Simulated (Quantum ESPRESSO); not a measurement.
## Magnetic state of LaMnSi from several starts

Aim: find out which collinear order of LaMnSi costs least.

Main program and level: Quantum ESPRESSO 7.5; PBEsol; plane waves with GBRV 1.5 PBEsol potentials, no spin-orbit coupling.

This is a report of a sequence of runs, with most program output left out.

## Step 1: The starting structure

Symmetry: P4/nmm, No. 129, tetragonal system. Conventional cell: a = 4.326 Å, b = 4.326 Å, c = 7.114 Å, α = 90.00°, β = 90.00°, γ = 90.00°. Nearest to La lie 4 Mn at 3.19 Å and 6 Si at 3.20 to 3.75 Å. Nearest to Mn lie 4 Si at 2.58 Å and 4 Mn at 3.06 Å and 4 La at 3.19 Å. Nearest to Si lie 4 Mn at 2.58 Å and 6 La at 3.20 to 3.75 Å. Farther neighbours are not listed.

The cell comes from Materials Project 2023-11-01, a database of computed structures, and need not be the stable phase.

The settings of this session are cheaper than careful work needs (see the inputs), so it shows what such settings give, not the properties of the crystal.

## Step 2: Run 1 (ferro ++)

The signs are those of the starting moments on the seeded atoms, the atoms that are given a moment.

Contents of pw.in:

```
&CONTROL
  calculation = 'scf'
  prefix = 'pwscf'
  outdir = './tmp'
  pseudo_dir = './pseudo'
  disk_io = 'nowf'
/
&SYSTEM
  ibrav = 0
  nat = 6
  ntyp = 3
  ecutwfc = 40
  ecutrho = 280
  nbnd = 44
  occupations = 'smearing'
  smearing = 'fd'
  degauss = 0.00734986
  nspin = 2
  starting_magnetization(1) = 0
  starting_magnetization(2) = 0.2333
  starting_magnetization(3) = 0
/
&ELECTRONS
  conv_thr = 1.2d-08
  electron_maxstep = 150
  mixing_beta = 0.3
  mixing_ndim = 4
/
ATOMIC_SPECIES
La    138.9055 la_pbesol_v1.uspp.F.UPF
Mn     54.9380 mn_pbesol_v1.5.uspp.F.UPF
Si     28.0850 si_pbesol_v1.uspp.F.UPF
CELL_PARAMETERS bohr
   8.1743529972    0.0000000000    0.0000000000
   0.0000000000    8.1743529972    0.0000000000
   0.0000000000    0.0000000000   13.4431591978
ATOMIC_POSITIONS crystal
La      0.0000000000    0.5000000000    0.3301449300
La      0.5000000000    0.0000000000    0.6698550700
Mn      0.0000000000    0.0000000000    0.0000000000
Mn      0.5000000000    0.5000000000    0.0000000000
Si      0.0000000000    0.5000000000    0.8023629700
Si      0.5000000000    0.0000000000    0.1976370300
K_POINTS automatic
4 4 4 0 0 0
```

Launch:

```
$ OMP_NUM_THREADS=1 mpirun -n 2 pw.x -nk 2 -in pw.in > pw.out
```

Elapsed: 2.2 min, on 2 MPI ranks of Arm Neoverse V2, shared host; peak memory 0.9 GiB.

Spin moment in the atom's sphere by atom:

```
atom  spin moment in the atom's sphere (μB)
 La1                                  -0.04
 La2                                  -0.04
 Mn3                                   3.08
 Mn4                                   3.08
 Si5                                  -0.07
 Si6                                  -0.07
```

Numbers from this step:

| Property | Result |
| --- | --- |
| smearing term TS | 0.2294 eV |
| magnetization | 6.147 μB |
| absolute magnetization | 7.182 μB |
| final state | ferromagnetic |

## Step 3: Run 2 (antiferro +−)

Edit pw.in of step 2 so:

```diff
@@ -10,6 +10,6 @@
   nat = 6
-  ntyp = 3
+  ntyp = 4
   ecutwfc = 40
   ecutrho = 280
-  nbnd = 44
+  nbnd = 40
   occupations = 'smearing'
@@ -20,3 +20,4 @@
   starting_magnetization(2) = 0.2333
-  starting_magnetization(3) = 0
+  starting_magnetization(3) = -0.2333
+  starting_magnetization(4) = 0
 /
@@ -30,3 +31,4 @@
 La    138.9055 la_pbesol_v1.uspp.F.UPF
-Mn     54.9380 mn_pbesol_v1.5.uspp.F.UPF
+Mn1    54.9380 mn_pbesol_v1.5.uspp.F.UPF
+Mn2    54.9380 mn_pbesol_v1.5.uspp.F.UPF
 Si     28.0850 si_pbesol_v1.uspp.F.UPF
@@ -39,4 +41,4 @@
 La      0.5000000000    0.0000000000    0.6698550700
-Mn      0.0000000000    0.0000000000    0.0000000000
-Mn      0.5000000000    0.5000000000    0.0000000000
+Mn1     0.0000000000    0.0000000000    0.0000000000
+Mn2     0.5000000000    0.5000000000    0.0000000000
 Si      0.0000000000    0.5000000000    0.8023629700
```

Run time: 2.4 min. Hardware: 2 MPI ranks; peak memory 0.92 GiB; 4.9 min of CPU time.

Spin moment in the atom's sphere by atom:

```
atom  spin moment in the atom's sphere (μB)
 La1                                   0.00
 La2                                   0.00
 Mn3                                   3.10
 Mn4                                  -3.10
 Si5                                   0.00
 Si6                                   0.00
```

Numbers from this step:

```yaml
smearing_term_ts: 0.1805 eV
magnetization: 0 μB
absolute_magnetization: 7.401 μB
final_state: antiferromagnetic
```

## Step 4: Run 3 (no spin polarisation)

Contents of pw.in:

```
&CONTROL
  calculation = 'scf'
  prefix = 'pwscf'
  outdir = './tmp'
  pseudo_dir = './pseudo'
  disk_io = 'nowf'
/
&SYSTEM
  ibrav = 0
  nat = 6
  ntyp = 3
  ecutwfc = 40
  ecutrho = 280
  nbnd = 40
  occupations = 'smearing'
  smearing = 'fd'
  degauss = 0.00734986
/
&ELECTRONS
  conv_thr = 1.2d-08
  electron_maxstep = 150
  mixing_beta = 0.3
  mixing_ndim = 4
/
ATOMIC_SPECIES
La    138.9055 la_pbesol_v1.uspp.F.UPF
Mn     54.9380 mn_pbesol_v1.5.uspp.F.UPF
Si     28.0850 si_pbesol_v1.uspp.F.UPF
CELL_PARAMETERS bohr
   8.1743529972    0.0000000000    0.0000000000
   0.0000000000    8.1743529972    0.0000000000
   0.0000000000    0.0000000000   13.4431591978
ATOMIC_POSITIONS crystal
La      0.0000000000    0.5000000000    0.3301449300
La      0.5000000000    0.0000000000    0.6698550700
Mn      0.0000000000    0.0000000000    0.0000000000
Mn      0.5000000000    0.5000000000    0.0000000000
Si      0.0000000000    0.5000000000    0.8023629700
Si      0.5000000000    0.0000000000    0.1976370300
K_POINTS automatic
4 4 4 0 0 0
```

Elapsed: 66 s, on 2 MPI ranks; peak memory 0.83 GiB.

Read from the output:

| Item | Value |
| --- | --- |
| smearing term TS | 0.3587 eV |
| final state | non-magnetic (no spin polarisation) |

## Step 5: What a mistake does

As a test, an input with a fault in it is run.

Edit pw.in of step 4 so:

```diff
@@ -13,3 +13,3 @@
   ecutrho = 280
-  nbnd = 40
+  nbnd = 44
   occupations = 'smearing'
@@ -17,2 +17,6 @@
   degauss = 0.00734986
+  nspin = 2
+  starting_magnetization(1) = 0
+  starting_magnetization(2) = 0.2333
+  starting_magnetization(3) = 0
 /
@@ -20,3 +24,3 @@
   conv_thr = 1.2d-08
-  electron_maxstep = 150
+  electron_maxstep = 2
   mixing_beta = 0.3
@@ -28,6 +32,6 @@
 Si     28.0850 si_pbesol_v1.uspp.F.UPF
-CELL_PARAMETERS bohr
-   8.1743529972    0.0000000000    0.0000000000
-   0.0000000000    8.1743529972    0.0000000000
-   0.0000000000    0.0000000000   13.4431591978
+CELL_PARAMETERS angstrom
+   4.3256813200    0.0000000000    0.0000000000
+   0.0000000000    4.3256813200    0.0000000000
+   0.0000000000    0.0000000000    7.1138134900
 ATOMIC_POSITIONS crystal
```

It took 18 s on 2 MPI ranks; peak memory 0.44 GiB.

The run stopped without converging, so none of its numbers is a property of the system.

The fault put into the input: too few SCF iterations.

## Step 6: Ranking

An order is kept where moments of 0.15 μB or more survive with the typed signs; meshes match where a doubled cell samples the same k points as the first cell.

Orders:

```
               start        final state  typed order kept  energy over the lowest (meV a seeded atom)  largest site moment (μB)  net moment (μB a cell of the first run)  mesh matched  CPU time (s)
            ferro ++      ferromagnetic               yes                                       135.2                     3.077                                    6.147           yes         259.1
        antiferro +-  antiferromagnetic               yes                                           0                     3.097                                        0           yes         293.4
no spin polarisation       non-magnetic                 -                                       558.1                         0                                        0           yes         131.9
```

## Step 7: Outcome

| Item | Value |
| --- | --- |
| lowest state found | antiferromagnetic (from antiferro +-) |
| largest site moment | 3.10 μB |
| next state with moments | ferromagnetic, 135 meV a seeded atom higher |
| state without moments | 558 meV a seeded atom higher |

In words: Forming the moments gains more than four times the spread of the orders, as local moments do. This is the lowest of 3 collinear or spinless starts, no proof of the ground state. Energies are free energies at an electronic temperature of 1160 K, which lowers moments and differences where the moments are itinerant.

[Logs and program files are shortened in this print: banners, set-up blocks, solver, clock and traceback lines can be left out without a mark of their own.]

[Logs are printed without paths, hosts, clocks, repeated set-up lines and the standing remarks that a program may print on its own settings, such as how far it seeks lower states.]

[Hosts, paths, dates, database ids (printed as entryN), source tags and the programs' standing remarks are cut or masked in the printed files.]

[Where a cell is said to come from a database of computed structures, the database is the Materials Project.]
